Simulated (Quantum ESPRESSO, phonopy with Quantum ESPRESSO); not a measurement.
**KCl (Fm-3m): a volume series of phonon spectra**

Aim: how the vibrations of KCl shift with volume, and the expansion that follows.

What experiment has found for this phase:
- volume expansion coefficient 111.3 1e-6/K and heat capacity C_P per formula unit 51.7 J/mol/K near room temperature (given in “High-Throughput Prediction of Finite-Temperature Properties using the Quasi-Harmonic Approximation”, 2016, arXiv:1603.06924)
- volume expansion coefficient 114.9 1e-6/K near room temperature (given in “Descriptors for thermal expansion in solids”, 2017, arXiv:1701.03966)

Method: DFT PBE+D3(BJ), scalar-relativistic, plane waves, GBRV ultrasoft pseudopotentials, in Quantum ESPRESSO 7.5.

Report form: the programs' logs are mostly left out.

### Step 1. Set-up

It takes space group Fm-3m (No. 225, cubic). Conventional cell: a = 6.293 Å, b = 6.293 Å, c = 6.293 Å, α = 90.00°, β = 90.00°, γ = 90.00°. Nearest to K lie 6 Cl at 3.15 Å. Nearest to Cl lie 6 K at 3.15 Å. Farther neighbours and most contacts between anions are not listed.

As a file:

```cif
data_structure
_symmetry_space_group_name_H-M 'Fm-3m'
_symmetry_Int_Tables_number 225
_cell_length_a 6.2929
_cell_length_b 6.2929
_cell_length_c 6.2929
_cell_angle_alpha 90.000
_cell_angle_beta 90.000
_cell_angle_gamma 90.000
_cell_volume 249.21
loop_
_atom_site_label
_atom_site_type_symbol
_atom_site_symmetry_multiplicity
_atom_site_Wyckoff_symbol
_atom_site_fract_x
_atom_site_fract_y
_atom_site_fract_z
_atom_site_occupancy
K1 K 4 a 0.00000 0.00000 0.00000 1
Cl1 Cl 4 b 0.50000 0.00000 0.00000 1
```

### Step 2. Probe on a coarse mesh

A cheap single point shows whether the cell is a metal or an insulator and how far it is from rest; that sets the k-mesh and the occupations of what follows.

File probe.in:

```
&CONTROL
  calculation = 'scf'
  prefix      = 'x'
  outdir      = './tmp'
  pseudo_dir  = './pseudo'
  tprnfor     = .true.
  tstress     = .true.
  verbosity   = 'high'
/
&SYSTEM
  ibrav           = 0
  nat             = 2
  ntyp            = 2
  ecutwfc         = 40.0
  ecutrho         = 240.0
  occupations     = 'smearing'
  smearing        = 'gaussian'
  degauss         = 0.01
  vdw_corr        = 'grimme-d3'
  dftd3_version   = 4
  dftd3_threebody = .false.
/
&ELECTRONS
  conv_thr         = 1.0d-07
  mixing_beta      = 0.7
  electron_maxstep = 100
/
ATOMIC_SPECIES
 K      39.0983  K.upf
 Cl     35.4500  Cl.upf
CELL_PARAMETERS angstrom
     0.000000000    3.146470000    3.146470000
     3.146470000    0.000000000    3.146470000
     3.146470000    3.146470000    0.000000000
ATOMIC_POSITIONS crystal
 K      0.000000000   0.000000000   0.000000000
 Cl     0.500000000   0.500000000   0.500000000
K_POINTS automatic
 6 6 6 0 0 0
```

On the command line:

```console
OMP_NUM_THREADS=1 mpirun -n 8 pw.x -nk 8 -in probe.in > probe.out
```

It took 4 s on 8 MPI ranks of Intel Xeon Platinum 8259CL at 2.50GHz (Skylake/Cascade Lake), shared host.

This step gave:

```
volume per atom   : 31.15 Å³
pressure          : -0.8960 GPa
gap on the k-mesh : 5.188 eV
```

The start is under -0.90 GPa at this level and looks like an insulator or semiconductor on this mesh.

### Step 3. Relaxation

Phonons are second derivatives about a minimum, so cell and atoms are relaxed first, inside the symmetry of the start.

File relax.in:

```
&CONTROL
  calculation   = 'vc-relax'
  prefix        = 'x'
  outdir        = './tmp'
  pseudo_dir    = './pseudo'
  tprnfor       = .true.
  tstress       = .true.
  forc_conv_thr = 2.0d-05
  etot_conv_thr = 1.0d-07
  nstep         = 40
/
&SYSTEM
  ibrav           = 0
  nat             = 2
  ntyp            = 2
  ecutwfc         = 40.0
  ecutrho         = 240.0
  occupations     = 'fixed'
  nbnd            = 10
  vdw_corr        = 'grimme-d3'
  dftd3_version   = 4
  dftd3_threebody = .false.
/
&ELECTRONS
  conv_thr         = 1.0d-11
  mixing_beta      = 0.7
  electron_maxstep = 100
/
&IONS
/
&CELL
  press_conv_thr = 0.1
/
ATOMIC_SPECIES
 K      39.0983  K.upf
 Cl     35.4500  Cl.upf
CELL_PARAMETERS angstrom
     0.000000000    3.146470000    3.146470000
     3.146470000    0.000000000    3.146470000
     3.146470000    3.146470000    0.000000000
ATOMIC_POSITIONS crystal
 K      0.000000000   0.000000000   0.000000000
 Cl     0.500000000   0.500000000   0.500000000
K_POINTS automatic
 6 6 6 0 0 0
```

On the command line:

```console
OMP_NUM_THREADS=1 mpirun -n 8 pw.x -nk 8 -in relax.in > relax.out
```

Elapsed: 22 s, on 8 MPI ranks; 2.8 min of CPU time.

Relaxation path:

```
step  energy less that of the first step (eV)  largest force (eV/Å)  volume (Å³)
   1                                   0.0000                0.0000        62.30
   2                                  -0.0015                0.0000        62.02
   3                                  -0.0035                0.0000        61.59
   4                                  -0.0056                0.0000        60.95
   5                                  -0.0071                0.0000        60.01
   6                                  -0.0072                0.0000        59.83
   7                                  -0.0072                0.0000        59.83
   8                                   0.0018                0.0000        59.83
```

```
conventional cell, symmetrised  before  after  change
                         a (Å)   6.293  6.209  -1.3 %
                         b (Å)   6.293  6.209  -1.3 %
                         c (Å)   6.293  6.209  -1.3 %
              volume (Å³/atom)   31.15  29.92  -4.0 %
```

Final coordinates:

```
K Cl
1.0
     0.00000    3.10437    3.10437
     3.10437    0.00000    3.10437
     3.10437    3.10437    0.00000
K Cl
1 1
Direct
  0.00000 0.00000 0.00000
  0.50000 0.50000 0.50000
```

Numbers from this step:

* volume per atom: 29.92 Å³
* pressure: -0.1390 GPa
* gap on the k-mesh: 5.331 eV

After the last step pw.x solved the final cell once more on a basis chosen for it, which moves the energy without moving the atoms.

### Step 4. Ground state at this cell

A tight ground state at this cell gives the energy of this member; its pressure is the stress at this cutoff, which can carry an offset from the finite basis.

File scf.in:

```
&CONTROL
  calculation = 'scf'
  prefix      = 'x'
  outdir      = './tmp'
  pseudo_dir  = './pseudo'
  tprnfor     = .true.
  tstress     = .true.
/
&SYSTEM
  ibrav           = 0
  nat             = 2
  ntyp            = 2
  ecutwfc         = 40.0
  ecutrho         = 240.0
  occupations     = 'fixed'
  nbnd            = 10
  vdw_corr        = 'grimme-d3'
  dftd3_version   = 4
  dftd3_threebody = .false.
/
&ELECTRONS
  conv_thr         = 1.0d-12
  mixing_beta      = 0.7
  electron_maxstep = 100
/
ATOMIC_SPECIES
 K      39.0983  K.upf
 Cl     35.4500  Cl.upf
CELL_PARAMETERS angstrom
     0.000000000    3.104367011    3.104367011
     3.104367011    0.000000000    3.104367011
     3.104367011    3.104367011    0.000000000
ATOMIC_POSITIONS crystal
 K      0.000000000   0.000000000   0.000000000
 Cl     0.500000000   0.500000000   0.500000000
K_POINTS automatic
 6 6 6 0 0 0
```

On the command line:

```console
OMP_NUM_THREADS=1 mpirun -n 8 pw.x -nk 8 -in scf.in > scf.out
```

The job ended after 5 s (8 MPI ranks).

On a basis chosen for the relaxed cell the pressure is -0.14 GPa, small enough for phonons.

### Step 5. Ph1.000 field d3hess

File d3hess.in:

```
&INPUT
  prefix = 'x'
  outdir = './tmp'
  step   = 0.001
/
```

On the command line:

```console
d3hess.x -in d3hess.in > d3hess.out
```

Run time: 2.3 s. Hardware: 1 thread.

### Step 6. Zone-centre response

In a polar crystal the Born charges and ε∞ give the long-range dipole term that a finite supercell misses. They are those of this k-mesh and were not tested on a denser one; where the gap is small they converge slowly, and the LO modes with them.

File ph.in:

```
phonons
&INPUTPH
  prefix = 'x'
  outdir = './tmp'
  fildyn = 'x.dyn'
  tr2_ph = 1.0d-18
  epsil  = .true.
/
0.000000000 0.000000000 0.000000000
```

scf.in is that of step 4.

On the command line:

```console
OMP_NUM_THREADS=1 mpirun -n 8 ph.x -nk 8 -in ph.in > ph.out
```

The job ended after 52 s (8 MPI ranks).

Numbers from this step:

```
Γ frequencies : -3.43, -3.43, -3.43, 152.8, 152.8, 152.8 cm⁻¹ (negative: imaginary)
Γ symmetry    : T_1u G_15 G_4- I, T_1u G_15 G_4- I, T_1u G_15 G_4- I, T_1u G_15 G_4- I, T_1u G_15 G_4- I, T_1u G_15 G_4- I
```

ε∞:

```
2.37 0.00 0.00
0.00 2.37 0.00
0.00 0.00 2.37
```

Born charge (rows field, columns displacement), before the sum rule (e), principal values of the symmetric part by kind of site:

```
atom  atoms with these values    low  middle   high   mean
  K1                        1   1.11    1.11   1.11   1.11
 Cl2                        1  -1.12   -1.12  -1.12  -1.12
```

In full for Cl2:

```
-1.12  0.00  0.00
 0.00 -1.12  0.00
 0.00  0.00 -1.12
```

The Born charges sum to zero within 0.014 e; the rest is removed before use. Acoustic frequencies in this log differ from zero by the error of the sum rule, which ph.x does not impose.

### Step 7. A displaced supercell

One atom (for the harmonic constants) or a pair of atoms (for the cubic ones) is moved by a few hundredths of an ångström; the forces on all atoms give a column of force constants. The threshold is tight because the forces are small.

System of this step: KCl. The structure is orthorhombic, space group Imm2 (No. 44). Conventional cell: a = 8.780 Å, b = 12.417 Å, c = 8.780 Å, α = 90.00°, β = 90.00°, γ = 90.00°. Nearest to K lie 6 Cl at 3.09 to 3.12 Å. Nearest to K lie 6 Cl at 3.10 Å. Nearest to Cl lie 6 K at 3.10 Å. Farther neighbours and most contacts between anions are not listed.

File disp-00001.in:

```
&CONTROL
  calculation = 'scf'
  prefix      = 'x'
  outdir      = './tmp'
  pseudo_dir  = './pseudo'
  tprnfor     = .true.
  disk_io     = 'none'
/
&SYSTEM
  ibrav           = 0
  nat             = 16
  ntyp            = 2
  ecutwfc         = 40.0
  ecutrho         = 240.0
  occupations     = 'fixed'
  nbnd            = 66
  vdw_corr        = 'grimme-d3'
  dftd3_version   = 4
  dftd3_threebody = .false.
/
&ELECTRONS
  conv_thr         = 1.0d-11
  mixing_beta      = 0.7
  electron_maxstep = 100
/
ATOMIC_SPECIES
 K      39.0983  K.upf
 Cl     35.4500  Cl.upf
CELL_PARAMETERS angstrom
     0.000000000    6.208734022    6.208734022
     6.208734022    0.000000000    6.208734022
     6.208734022    6.208734022    0.000000000
ATOMIC_POSITIONS crystal
 K      0.002277781   0.000000000   0.000000000
 K      0.500000000   0.000000000   0.000000000
 K      0.000000000   0.500000000   0.000000000
 K      0.500000000   0.500000000   0.000000000
 K      0.000000000   0.000000000   0.500000000
 K      0.500000000   0.000000000   0.500000000
 K      0.000000000   0.500000000   0.500000000
 K      0.500000000   0.500000000   0.500000000
 Cl     0.250000000   0.250000000   0.250000000
 Cl     0.750000000   0.250000000   0.250000000
 Cl     0.250000000   0.750000000   0.250000000
 Cl     0.750000000   0.750000000   0.250000000
 Cl     0.250000000   0.250000000   0.750000000
 Cl     0.750000000   0.250000000   0.750000000
 Cl     0.250000000   0.750000000   0.750000000
 Cl     0.750000000   0.750000000   0.750000000
K_POINTS automatic
 3 3 3 0 0 0
```

On the command line:

```console
OMP_NUM_THREADS=1 mpirun -n 4 pw.x -nk 4 -in disp-00001.in > disp-00001.out
```

Elapsed: 3.1 min, on 4 MPI ranks; 12 min of CPU time.

At this level the gap is 5.33 eV on the k-mesh of the self-consistent run, which can miss the band edges.

### Step 8. A displaced supercell

disp-00002.in, as its differences from disp-00001.in of step 7:

```diff
@@ -33,3 +33,3 @@
 ATOMIC_POSITIONS crystal
- K      0.002277781   0.000000000   0.000000000
+ K      0.000000000   0.000000000   0.000000000
  K      0.500000000   0.000000000   0.000000000
@@ -41,3 +41,3 @@
  K      0.500000000   0.500000000   0.500000000
- Cl     0.250000000   0.250000000   0.250000000
+ Cl     0.252277781   0.250000000   0.250000000
  Cl     0.750000000   0.250000000   0.250000000
```

On the command line:

```console
OMP_NUM_THREADS=1 mpirun -n 4 pw.x -nk 4 -in disp-00002.in > disp-00002.out
```

The job ended after 3.2 min (4 MPI ranks).

### Step 9. Phonons, V/V0 1

This step: DFT PBE+D3(BJ), scalar-relativistic, plane waves, GBRV ultrasoft pseudopotentials (phonopy with Quantum ESPRESSO 4.10.0 / 7.5).

Elapsed: 3.2 min, on 8 threads; 25 min of CPU time.

Numbers from this step:

- point group: m-3m
- highest frequency: 215.8 cm⁻¹
- Debye temperature from the second moment: 239 K
- lowest frequency on the path: 0 cm⁻¹
- zero-point energy: 0.04553 eV/cell
- Γ frequencies: 0, 0, 0, 152.7, 152.7, 152.7 cm⁻¹ (negative: imaginary)

Phonopy, LO-TO term from ph.x's tensors. The phonon branches at the labelled points (cm⁻¹):

```
    point  branch 1  branch 2  branch 3  branch 4  branch 5  branch 6
        Γ         0         0         0       153       153       216
  halfway        44        44       120       158       158       171
        X        54        54       104       160       160       167
  halfway        60        70       101       157       159       167
        U        74        93       101       148       156       166
jump to K        74        93       101       148       156       166
  halfway        53        90       109       128       160       186
        Γ         0         0         0       153       153       216
  halfway        66        66        89       143       143       202
        L       110       110       119       119       157       162
  halfway        92        93       129       131       157       160
        W        82        82       121       126       165       165
  halfway        64        82        98       151       161       166
        X        54        54       104       160       160       167
```

Harmonic. Thermo, by row:

```
T (K)  F_vib (meV/atom)  S (J/mol-atom/K)  C_V (J/mol-atom/K)
    0             22.76                 0                   0
   50             21.97             5.174                10.4
  100             16.53             15.62               19.15
  150              6.16             24.04               22.07
  200             -8.06             30.57               23.25
  250            -25.31             35.83               23.84
  300            -45.05             40.21               24.17
  350            -66.88             43.95               24.37
  400            -90.51             47.21                24.5
  450            -115.7              50.1               24.59
  500            -142.4              52.7               24.66
  550            -170.3             55.05                24.7
  600            -199.4              57.2               24.74
  650            -229.6             59.18               24.77
  700            -260.7             61.02               24.79
  750            -292.8             62.73               24.81
  800            -325.7             64.33               24.83
  850            -359.5             65.84               24.84
  900            -393.9             67.26               24.85
  950            -429.2              68.6               24.86
 1000              -465             69.88               24.87
```

The modes has structure finer than the step of the table below, so its rows give means over 10 cm⁻¹, whole bins alone (the curve runs from -10 to 231 cm⁻¹). Peaks (cm⁻¹: height): Cl 85.6: 0.0216, 96.2: 0.0215, 119.0: 0.0320, 159.9: 0.0539; K 85.6: 0.0269, 96.2: 0.0325, 105.3: 0.0356, 161.5: 0.0554.

Phonopy on the run's constants, 15x15x15 mesh, Gaussian sigma 2.0 cm⁻¹. The modes by wavenumber; means over each step; values in 1/cm⁻¹/cell:

```
wavenumber (cm⁻¹)       Cl        K
                0   4.2e-5   4.3e-5
               10   1.3e-4   1.4e-4
               20   6.1e-4   6.7e-4
               30  0.00168  0.00186
               40  0.00335  0.00371
               50  0.00759  0.00843
               60   0.0136   0.0152
               70   0.0158   0.0181
               80   0.0163   0.0196
               90   0.0176   0.0229
              100   0.0159   0.0265
              110   0.0140   0.0188
              120   0.0248   0.0169
              130   0.0232   0.0176
              140   0.0276   0.0208
              150   0.0379   0.0305
              160   0.0504   0.0484
              170   0.0153   0.0160
              180  0.00544  0.00561
              190  0.00395  0.00389
              200  0.00284  0.00270
              210  0.00159  0.00147
              220   9.7e-5   8.8e-5
```

No LO-TO term. The modes at Γ (shares of kinetic energy by element, %):

```
mode  frequency (cm⁻¹)  symmetry  K %  Cl %
   1               0.0       T1u   52    48
   2               0.0       T1u   52    48
   3               0.0       T1u   52    48
   4             152.7       T1u   48    52
   5             152.7       T1u   48    52
   6             152.7       T1u   48    52
```

Displacements in mode 4 (152.7 cm⁻¹), the largest set to 1:
```
K1  -0.91  0.00  0.00
Cl2  1.00  0.00  0.00
```

No mode is imaginary beyond numerical noise along the path.

The time given is that of the 2 pw.x runs on displaced cells behind this step.

The supercell is 7.2 Å across at its narrowest and was not tested against a larger one: only its own wavevectors are exact, and acoustic branches between them, with the entropy at low temperature, can be off.

### Step 10. Ground state at this cell, V/V0 1.015

This step: DFT PBE+D3(BJ), scalar-relativistic, plane waves, GBRV ultrasoft pseudopotentials (Quantum ESPRESSO 7.5).

System of this step: KCl. It takes space group Fm-3m (No. 225, cubic). Conventional cell: a = 6.240 Å, b = 6.240 Å, c = 6.240 Å, α = 90.00°, β = 90.00°, γ = 90.00°. K has 6 Cl at 3.12 Å nearest. Nearest to Cl lie 6 K at 3.12 Å. Farther neighbours and most contacts between anions are not listed.

scf.in, as its differences from that of step 6:

```diff
@@ -29,5 +29,5 @@
 CELL_PARAMETERS angstrom
-     0.000000000    3.104367011    3.104367011
-     3.104367011    0.000000000    3.104367011
-     3.104367011    3.104367011    0.000000000
+     0.000000000    3.119811877    3.119811877
+     3.119811877    0.000000000    3.119811877
+     3.119811877    3.119811877    0.000000000
 ATOMIC_POSITIONS crystal
```

On the command line:

```console
OMP_NUM_THREADS=1 mpirun -n 8 pw.x -nk 8 -in scf.in > scf.out
```

Run time: 5.1 s. Hardware: 8 MPI ranks; 38 s of CPU time.

At this level the gap is 5.28 eV on the k-mesh of the self-consistent run, which can miss the band edges.

### Step 11. Ph1.015 field d3hess

d3hess.in is that of step 5.

On the command line:

```console
d3hess.x -in d3hess.in > d3hess.out
```

The job ended after 2.3 s (1 thread).

### Step 12. Zone-centre response

ph.in is that of step 6.

scf.in is that of step 10.

On the command line:

```console
OMP_NUM_THREADS=1 mpirun -n 8 ph.x -nk 8 -in ph.in > ph.out
```

Wall time 53 s (8 MPI ranks).

The Born charges sum to zero within 0.014 e; the rest is removed before use. Acoustic frequencies in this log differ from zero by the error of the sum rule, which ph.x does not impose.

### Step 13. A displaced supercell

System of this step: KCl. It takes space group Imm2 (No. 44, orthorhombic). Conventional cell: a = 8.824 Å, b = 12.479 Å, c = 8.824 Å, α = 90.00°, β = 90.00°, γ = 90.00°. K has 6 Cl at 3.11 to 3.13 Å nearest. Nearest to K lie 6 Cl at 3.12 Å. K has 6 Cl at 3.12 Å nearest. Nearest to Cl lie 6 K at 3.12 Å. Farther neighbours and most contacts between anions are not listed.

disp-00001.in, as its differences from that of step 7:

```diff
@@ -29,7 +29,7 @@
 CELL_PARAMETERS angstrom
-     0.000000000    6.208734022    6.208734022
-     6.208734022    0.000000000    6.208734022
-     6.208734022    6.208734022    0.000000000
+     0.000000000    6.239623754    6.239623754
+     6.239623754    0.000000000    6.239623754
+     6.239623754    6.239623754    0.000000000
 ATOMIC_POSITIONS crystal
- K      0.002277781   0.000000000   0.000000000
+ K      0.002266505   0.000000000   0.000000000
  K      0.500000000   0.000000000   0.000000000
```

On the command line:

```console
OMP_NUM_THREADS=1 mpirun -n 4 pw.x -nk 4 -in disp-00001.in > disp-00001.out
```

It took 3.1 min on 4 MPI ranks; 13 min of CPU time.

[end of part 1 of 3]

[Logs are printed without paths, hosts, clocks, repeated set-up lines and the standing remarks that a program may print on its own settings, such as how far it seeks lower states.]

[Hosts, paths, dates, database ids (printed as entryN), source tags and the programs' standing remarks are cut or masked in the printed files.]

[A step with changed settings may run another functional than the one named; its input shows which.]

[Of the runs on displaced cells, only some may be shown.]
